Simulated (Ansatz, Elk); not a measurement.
# CdGa2Mo4: X-ray structure factors from the self-consistent density

The structure of CdGa2Mo4 used here is made up (a known structure type with other elements) and was relaxed beforehand with PBE. The aim is the Fourier transform of its all-electron density, F(hkl), set beside the sum over free spherical atoms that refinements use.

Program: Elk 11.2.3 (patched build). Level of theory: DFT, PBE, all-electron APW+lo, Dirac cores, scalar-relativistic bands, static density, no spin. Results are calculated unless marked as measured.

The structure was built from a prototype and need not be the compound's stable phase.

## Step 1: Starting point

Symmetry: I-4, No. 82, tetragonal system. The conventional cell has a = 5.324 Å, b = 5.324 Å, c = 11.062 Å, α = 90.00°, β = 90.00°, γ = 90.00°. Cd has 8 Mo at 3.39 to 3.55 Å nearest. Nearest to Mo lie 6 Mo at 2.42 to 3.59 Å and 3 Ga at 2.48 to 3.49 Å and 2 Cd at 3.39 to 3.55 Å. Ga has 4 Mo at 2.62 Å nearest. Ga has 4 Mo at 2.48 Å nearest. Farther neighbours are not listed.

## Step 2: Ground state and structure factors

An all-electron density is needed, since X-rays see the cores too. Task 0 finds the density and task 195 Fourier-transforms it; tshift is off so that phases refer to the origin typed.

elk.in reads:

```
tasks
  0
  195

xctype
  20

spinpol
  .false.

rgkmax
  7.0

gmaxvr
  14.0

lmaxo
  7

lmaxapw
  8

swidth
  0.002

tshift
  .false.

ramdisk
  .false.

hmaxvr
  5.5

maxscl
  120

epspot
  1e-06

sppath
  './'

avec
  -5.03025423491 5.03025423491 10.45164376580
  5.03025423491 -5.03025423491 10.45164376580
  5.03025423491 5.03025423491 -10.45164376580

atoms
  3
  'Cd.in'
  1
  0.0000000000 -0.0000000000 0.0000000000   0.000000 0.000000 0.000000
  'Mo.in'
  4
  0.1910771881 0.5275435063 0.1243587723   0.000000 0.000000 0.000000
  0.9332815842 0.8089228119 0.3364663182   0.000000 0.000000 0.000000
  0.4031847340 0.0667184158 0.8756412277   0.000000 0.000000 0.000000
  0.4724564937 0.5968152660 0.6635336818   0.000000 0.000000 0.000000
  'Ga.in'
  2
  0.5000000000 0.5000000000 0.0000000000   0.000000 0.000000 0.000000
  0.7500000000 0.2500000000 0.5000000000   0.000000 0.000000 0.000000

ngridk
  6 6 6
```

Started as:

```console
OMP_NUM_THREADS=4 elk
```

Numbers of over 12 decimals in the logs are rounded to 6 here.

The program printed:

```text
┌─────────────────────────┐
│ Elk code version 11.2.3 │
└─────────────────────────┘

All units are atomic (Hartree, Bohr, etc.)

┌─────────────────────────────────────────────────┐
│ Ground-state run starting from atomic densities │
└─────────────────────────────────────────────────┘

Lattice vectors :
  -5.030254235       5.030254235       10.45164377
   5.030254235      -5.030254235       10.45164377
   5.030254235       5.030254235      -10.45164377

Reciprocal lattice vectors :
 -0.2675536057E-17  0.6245395375      0.3005835947
  0.6245395375     -0.2675536057E-17  0.3005835947
  0.6245395375      0.6245395375     -0.8159626475E-17

Unit cell volume      :    1057.850902
Brillouin zone volume :   0.2344850422

Muffin-tin inner radius fraction :   0.1000000000E-01

Nuclei treated as point charges

Species : 1 (Cd)
 parameters loaded from : Cd.in
 name : cadmium
 nuclear charge    :   -48.00000000
 electronic charge :    48.00000000
 atomic mass :    204912.7176
 muffin-tin radius :    2.600000000
 number of radial points in muffin-tin :   1193
 inner part over the whole radius :   0.9972693929E-02
 number on inner part of muffin-tin    :    850
 approximate nuclear radius :   0.8708852602E-04
 number of mesh points to nuclear radius :    426
 atomic positions (lattice), magnetic fields (Cartesian) :
  1 :   0.00000000  0.00000000  0.00000000    0.00000000  0.00000000  0.00000000

Species : 2 (Mo)
 parameters loaded from : Mo.in
 name : molybdenum
 nuclear charge    :   -42.00000000
 electronic charge :    42.00000000
 atomic mass :    174887.9214
 muffin-tin radius :    2.252790171
 number of radial points in muffin-tin :   1193
 inner part over the whole radius :   0.9914721713E-02
 number on inner part of muffin-tin    :    845
 approximate nuclear radius :   0.8334154960E-04
 number of mesh points to nuclear radius :    423
 atomic positions (lattice), magnetic fields (Cartesian) :
  1 :   0.19107719  0.52754351  0.12435877    0.00000000  0.00000000  0.00000000
  2 :   0.93328158  0.80892281  0.33646632    0.00000000  0.00000000  0.00000000
  3 :   0.40318473  0.06671842  0.87564123    0.00000000  0.00000000  0.00000000
  4 :   0.47245649  0.59681527  0.66353368    0.00000000  0.00000000  0.00000000

Species : 3 (Ga)
 parameters loaded from : Ga.in
 name : gallium
 nuclear charge    :   -31.00000000
 electronic charge :    31.00000000
 atomic mass :    127097.2539
 muffin-tin radius :    2.393142261
 number of radial points in muffin-tin :    993
 inner part over the whole radius :   0.9961240157E-02
 number on inner part of muffin-tin    :    702
 approximate nuclear radius :   0.7562051033E-04
 number of mesh points to nuclear radius :    339
 atomic positions (lattice), magnetic fields (Cartesian) :
  1 :   0.50000000  0.50000000  0.00000000    0.00000000  0.00000000  0.00000000
  2 :   0.75000000  0.25000000  0.50000000    0.00000000  0.00000000  0.00000000

Total number of atoms per unit cell :    7
Total muffin-tin volume :    380.0065710
 ratio of muffin-tin to unit cell volume :   0.3592250762

Spin treatment :
 spin-unpolarised

Number of Bravais lattice symmetries :   16
Number of crystal symmetries         :    4
Crystal has no inversion symmetry
Complex Hermitian eigensolver will be used

k-point grid :      6     6     6
k-point offset :    0.000000000       0.000000000       0.000000000
k-point set is reduced with full crystal symmetry group
Total number of k-points :       58

Muffin-tin radius times maximum |G+k| :    7.000000000
 using average radius
Maximum |G+k| for APW functions       :    2.988270391
Maximum (1/2)|G+k|²                   :    4.464879965
Maximum |G| for potential and density :    14.00000000
Constant for pseudocharge density :    9
 order of it for each species :   16  16  16
 order of it for pair densities of each species (exact exchange by exxq0 0: 17) :   12   9  10
Radial integration step length :    1

G-vector grid sizes :     60    60    60
Number of G-vectors :    49095

[...]
electron entropic           :    -0.16371144905174E-02
 total energy                :     -25684.561884637

Density of states at Fermi energy :    119.3350545
 (states/Hartree/unit cell)

Estimated indirect band gap :   0.7441416554E-03
 from k-point 18 to k-point 23
Estimated direct band gap   :   0.2584540577E-02
 at k-point 49

Charges :
 core                        :    178.0000000
 valence                     :    100.0000000
 interstitial                :    14.45548888
 muffin-tins (core leakage)
  species : 1 (Cd)
[...]
species : 2 (Mo)
[...]
species : 3 (Ga)
[...]
total in muffin-tins        :    263.5445111
 total calculated charge     :    277.9983641
 total charge                :    278.0000000
 error                       :   0.1635850513E-02

RMS change in Kohn-Sham potential (target) :   0.1288988594     (  0.1000000000E-05)
Absolute change in total energy (target)   :   0.1750689328     (  0.1000000000E-03)

[... loops 3 to 16 left out ...]

┌──────────────────┐
│ Loop number : 17 │
└──────────────────┘

Energies :
 Fermi                       :     0.245862
 sum of occupied eigenvalues :     -15236.186952319
 electron kinetic            :      26625.806747273
 core electron kinetic       :      25786.667917916
 Coulomb                     :     -51506.458272724
 Coulomb potential           :     -40817.265276950
 nuclear-nuclear             :     -2787.4335148066
 electron-nuclear            :     -56687.353729127
 Hartree                     :      7968.3289712090
 Madelung                    :     -31097.825634249
 xc potential                :     -1044.7284226416
 exchange                    :     -787.32885701455
 correlation                 :     -14.326663577507
 electron entropic           :    -0.16939175190897E-02
 total energy                :     -25682.308739961

Density of states at Fermi energy :    125.1528879
 (states/Hartree/unit cell)

Estimated indirect band gap :   0.9392690412E-03
 from k-point 55 to k-point 54
Estimated direct band gap   :   0.3902161182E-02
 at k-point 36

Charges :
 core                        :    178.0000000
 valence                     :    100.0000000
 interstitial                :    13.89936482
 muffin-tins (core leakage)
  species : 1 (Cd)
[...]
species : 2 (Mo)
[...]
species : 3 (Ga)
[...]
total in muffin-tins        :    264.1006352
 total calculated charge     :    277.9984863
 total charge                :    278.0000000
 error                       :   0.1513659444E-02

RMS change in Kohn-Sham potential (target) :   0.1060124495E-06 (  0.1000000000E-05)
Absolute change in total energy (target)   :   0.3459796062E-04 (  0.1000000000E-03)

Convergence targets achieved

┌──────────────────┐
│ Loop number : 18 │
└──────────────────┘

Energies :
 Fermi                       :     0.245862
 sum of occupied eigenvalues :     -15236.186954881
 electron kinetic            :      26625.806746737
 core electron kinetic       :      25786.667916734
 Coulomb                     :     -51506.458275348
 Coulomb potential           :     -40817.265273354
 nuclear-nuclear             :     -2787.4335148066
 electron-nuclear            :     -56687.353737770
 Hartree                     :      7968.3289772285
 Madelung                    :     -31097.825638671
 xc potential                :     -1044.7284282640
 exchange                    :     -787.32885718845
 correlation                 :     -14.326663575235
 electron entropic           :    -0.16939177446668E-02
 total energy                :     -25682.308743292

Density of states at Fermi energy :    125.1529093
 (states/Hartree/unit cell)

Estimated indirect band gap :   0.9392697794E-03
 from k-point 55 to k-point 54
Estimated direct band gap   :   0.3902158798E-02
 at k-point 36

Charges :
 core                        :    178.0000000
 valence                     :    100.0000000
 interstitial                :    13.89936457
 muffin-tins (core leakage)
  species : 1 (Cd)
[...]
species : 2 (Mo)
[...]
atom 4                    :    39.51852411     (  0.4692448226E-05)
  species : 3 (Ga)
   atom 1                    :    29.72711284     (  0.7850473575E-03)
   atom 2                    :    29.88824541     (  0.8008758850E-03)
 total in muffin-tins        :    264.1006354
 total calculated charge     :    277.9984863
 total charge                :    278.0000000
 error                       :   0.1513659531E-02

┌──────────────────────────────┐
│ Self-consistent loop stopped │
└──────────────────────────────┘

Warning : core states of species 1 leak from the muffin-tin :   0.2369187948E-03

Warning : core states of species 3 leak from the muffin-tin :   0.8008758850E-03

Wrote STATE.OUT
```

Wall time 3 min (4 threads of Arm Neoverse V2, shared host); peak memory 0.33 GiB.

SFACRHO.OUT:

```text

h k l indices transformed by vhmat matrix:
   1.000000000       0.000000000       0.000000000    
   0.000000000       1.000000000       0.000000000    
   0.000000000       0.000000000       1.000000000    

      h      k      l  multipl.   |H|            Re(F)            Im(F)           |F|

      0      0      0      1   0.0000000       278.00000     -0.10896045E-15   278.00000    
      1      1     -1      2  0.60116719      -85.065016     -0.57862352E-13   85.065016    
      0     -1      1      4  0.69310903      -4.5282030      -20.256788       20.756736    
      0      1     -1      4  0.69310903      -4.5282030       20.256788       20.756736    
      1     -1      0      4  0.88323228       57.109936     -0.30427783E-13   57.109936    
      1      1     -2      4   1.0684106       82.727724      -48.038583       95.663901    
      2      0     -1      4   1.0684106       82.727724       48.038583       95.663901    
      1      2     -1      4   1.0969066       63.931159       3.0296052       64.002903    
      1      2     -2      4   1.0969066       63.931159      -3.0296052       64.002903    
      2      2     -2      2   1.2023344       142.81134      0.11763885E-12   142.81134    
     -1      1     -1      4   1.2490791       40.901841     -0.15676604E-13   40.901841    
      0      2     -2      4   1.3862181       78.033968      -43.732927       89.453167    
      0      2      0      4   1.3862181       78.033968       43.732927       89.453167    
     -2      1      0      4   1.4284952       42.662016      -4.4383222       42.892264    
      2     -1     -1      4   1.4284952       12.098161      -141.52576       142.04192    
      0     -1     -1      4   1.4284952       42.662016       4.4383222       42.892264    
      1     -2      0      4   1.4284952       12.098161       141.52576       142.04192    
     -3     -1      2      4   1.4918804       41.649206       72.109867       83.273581
```

Elk indexes on the primitive cell of elk.in and gives |H| = 4π sin θ/λ in inverse bohr. Below, one row stands for each form hkl of the conventional cell (m members, Friedel mates merged), F is for one primitive cell and the density is static (no thermal factor). Free-atom factors are Waasmaier and Kirfel's, and R is Σm||F|−|F'||/Σm|F|.

```tsv
hkl	m	sin θ/λ (Å⁻¹)	abs F, DFT	neutral atoms	diff.	abs of complex diff.
002	2	0.090	85.065	84.759	+0.306	0.306
101	8	0.104	20.757	20.723	+0.034	0.174
110	4	0.133	57.110	57.162	-0.052	0.052
112	8	0.161	95.664	95.803	-0.140	0.298
103	8	0.165	64.003	64.346	-0.343	0.351
004	2	0.181	142.811	142.843	-0.032	0.032
200	4	0.188	40.902	40.743	+0.159	0.159
202	8	0.208	89.453	89.863	-0.409	0.442
211	8	0.215	42.892	43.140	-0.248	0.282
121	8	0.215	142.042	143.153	-1.111	1.113
114	8	0.224	83.274	83.945	-0.672	0.693
105	8	0.245	46.783	47.362	-0.579	0.579
123	8	0.250	97.596	98.410	-0.814	0.847
213	8	0.250	61.207	61.820	-0.613	0.639
204	8	0.261	92.637	93.205	-0.568	0.570
220	4	0.266	52.800	53.025	-0.224	0.224
006	2	0.271	58.492	59.109	-0.617	0.617
222	8	0.281	58.647	58.594	+0.053	0.122
301	8	0.285	35.402	35.513	-0.111	0.320
130	4	0.297	98.745	98.753	-0.008	0.008
310	4	0.297	69.649	70.145	-0.496	0.496
116	8	0.302	103.478	103.687	-0.209	0.246
```

## Step 3: The highest occupied states alone

An energy window below the Fermi level keeps the highest occupied states, to see at which angles they scatter; shallow core shells can lie inside it and anion s states outside. No new self-consistency is needed.

Changes to elk.in since step 2:

```diff
@@ -1,3 +1,2 @@
 tasks
-  0
   195
@@ -40,2 +39,5 @@
 
+wsfac
+  -0.195130 0.545860
+
 sppath
```

Started as:

```console
OMP_NUM_THREADS=4 elk
```

The program printed:

```text
┌─────────────────────────────────┐
│ Elk code version 11.2.3 started │
└─────────────────────────────────┘

Info(readinput): the functional depends on the density's gradient
 muffin-tin radial points multiplied by    2.00000
 (not where nrmtscf is given)

┌────────────────────┐
│ Current task : 195 │
└────────────────────┘
Info(checkmt): changed muffin-tin radius of species 2 (Mo) from   2.6000 to   2.2528
Info(checkmt): changed muffin-tin radius of species 3 (Ga) from   2.4000 to   2.3931

Info(sfacrho): density structure factors written to SFACRHO.OUT

 Energy window :  -0.1951300000      0.5458600000

┌──────────────────┐
│ Elk code stopped │
└──────────────────┘
```

Run time: 24 s. Hardware: 4 threads; peak memory 0.21 GiB.

States within 12 eV below the Fermi level hold 42.00 electrons; any levels below the window count with the cores. Their amplitudes can exceed the total, where window and core parts have opposite phase:

```tsv
hkl	sin θ/λ (Å⁻¹)	abs F, window	abs F, all
002	0.090	4.245	85.065
101	0.104	6.489	20.757
110	0.133	9.340	57.110
112	0.161	8.337	95.664
103	0.165	9.097	64.003
004	0.181	10.069	142.811
200	0.188	4.784	40.902
202	0.208	6.965	89.453
211	0.215	5.905	42.892
121	0.215	6.192	142.042
```

## Step 4: Another functional

The difference from free atoms is small, so it is set against the change that LDA (Perdew-Wang) makes.

Changes to elk.in since step 3:

```diff
@@ -1,2 +1,3 @@
 tasks
+  0
   195
@@ -4,3 +5,3 @@
 xctype
-  20
+  3
 
@@ -39,5 +40,2 @@
 
-wsfac
-  -0.195130 0.545860
-
 sppath
```

Started as:

```console
OMP_NUM_THREADS=4 elk
```

The program printed:

```text
┌─────────────────────────┐
│ Elk code version 11.2.3 │
└─────────────────────────┘

All units are atomic (Hartree, Bohr, etc.)

┌─────────────────────────────────────────────────┐
│ Ground-state run starting from atomic densities │
└─────────────────────────────────────────────────┘

Lattice vectors :
  -5.030254235       5.030254235       10.45164377
   5.030254235      -5.030254235       10.45164377
   5.030254235       5.030254235      -10.45164377

Reciprocal lattice vectors :
 -0.2675536057E-17  0.6245395375      0.3005835947
[...]
species : 3 (Ga)
   atom 1                    :    29.74708979     (  0.8042041029E-03)
   atom 2                    :    29.91178741     (  0.8203360359E-03)
 total in muffin-tins        :    264.1540253
 total calculated charge     :    277.9984931
 total charge                :    278.0000000
 error                       :   0.1506902635E-02

┌──────────────────────────────┐
│ Self-consistent loop stopped │
└──────────────────────────────┘

Warning : core states of species 1 leak from the muffin-tin :   0.2377784066E-03

Warning : core states of species 3 leak from the muffin-tin :   0.8203360359E-03

Wrote STATE.OUT
[key lines of the parts left out:]
total energy                :     -25655.056166698
```

Run time: 2.2 min. Hardware: 4 threads; peak memory 0.28 GiB; 7.8 min of CPU time.

Against the first run R = 0.02 %; the largest change is -0.059 at 312.

## Step 5: Basis size

A smaller basis shows how fast F responds to it; the change is likely larger than the basis error of the first run, but doesn't show convergence.

Changes to elk.in since step 4:

```diff
@@ -5,3 +5,3 @@
 xctype
-  3
+  20
 
@@ -11,3 +11,3 @@
 rgkmax
-  7.0
+  5.5
```

Started as:

```console
OMP_NUM_THREADS=4 elk
```

The program printed:

```text
┌─────────────────────────┐
│ Elk code version 11.2.3 │
└─────────────────────────┘

All units are atomic (Hartree, Bohr, etc.)

┌─────────────────────────────────────────────────┐
│ Ground-state run starting from atomic densities │
└─────────────────────────────────────────────────┘

Lattice vectors :
  -5.030254235       5.030254235       10.45164377
   5.030254235      -5.030254235       10.45164377
   5.030254235       5.030254235      -10.45164377

Reciprocal lattice vectors :
 -0.2675536057E-17  0.6245395375      0.3005835947
[...]
species : 3 (Ga)
   atom 1                    :    29.71534808     (  0.7910916828E-03)
   atom 2                    :    29.88281031     (  0.8078222422E-03)
 total in muffin-tins        :    263.4864731
 total calculated charge     :    277.9977731
 total charge                :    278.0000000
 error                       :   0.2226900686E-02

┌──────────────────────────────┐
│ Self-consistent loop stopped │
└──────────────────────────────┘

Warning : core states of species 1 leak from the muffin-tin :   0.2370831331E-03

Warning : core states of species 3 leak from the muffin-tin :   0.8078222422E-03

Wrote STATE.OUT
[key lines of the parts left out:]
total energy                :     -25681.791914536
```

Run time: 1.9 min. Hardware: 4 threads; peak memory 0.32 GiB; 6.1 min of CPU time.

Against the first run R = 0.09 %; the largest change is -0.227 at 121.

## Step 6: Settings against the effect

```tsv
run	R against the first run (%)	R against neutral atoms, low angle (%)	wall time
PBE, rgkmax 7	0.00	0.55	3 min
LDA (Perdew-Wang)	0.02	0.56	2.2 min
rgkmax 5.5	0.09	0.63	1.9 min
```

## Step 7: Outcome

```yaml
r_against_neutral_atoms_sin_theta_lambda_0p3_a_minus1: 0.55 %
r_against_neutral_atoms_0p3_to_0p60_a_minus1: 0.26 %
```

What this shows: Independent neutral atoms miss the calculated amplitudes by R = 0.55 % below 0.3 Å⁻¹ and 0.26 % from there to 0.60 Å⁻¹; by shells, 0.19 % below 0.15 Å⁻¹ (3 forms), 0.57 % 0.15 to 0.3 (18 forms), 0.35 % 0.3 to 0.45 (45 forms), 0.20 % above 0.45 (83 forms). Bonding, aspherical density and the tables' own atoms all enter these figures, and the runs don't part them. The largest change of an amplitude is -1.11 electrons, at 121. R counts amplitudes alone; phases shift too. The window's part falls from 42.0 electrons at the origin to at most 0.75 between 0.45 and 0.60 Å⁻¹. Below 0.3 Å⁻¹ the changes that finished (LDA (Perdew-Wang) and rgkmax 5.5) move F by R = 0.10 % at most, against the 0.55 % that separates it from free atoms. The k-mesh has no finished test. These runs have no spin, though d or f shells may be open. Part of the difference isn't bonding: the tables are fits to free atoms and ions calculated by other methods than this functional. Thermal motion, anomalous dispersion and extinction are left out.

[Logs are printed without paths, hosts, clocks, repeated set-up lines and the standing remarks that a program may print on its own settings, such as how far it seeks lower states.]

[Hosts, paths, dates, database ids (printed as entryN), source tags and the programs' standing remarks are cut or masked in the printed files.]
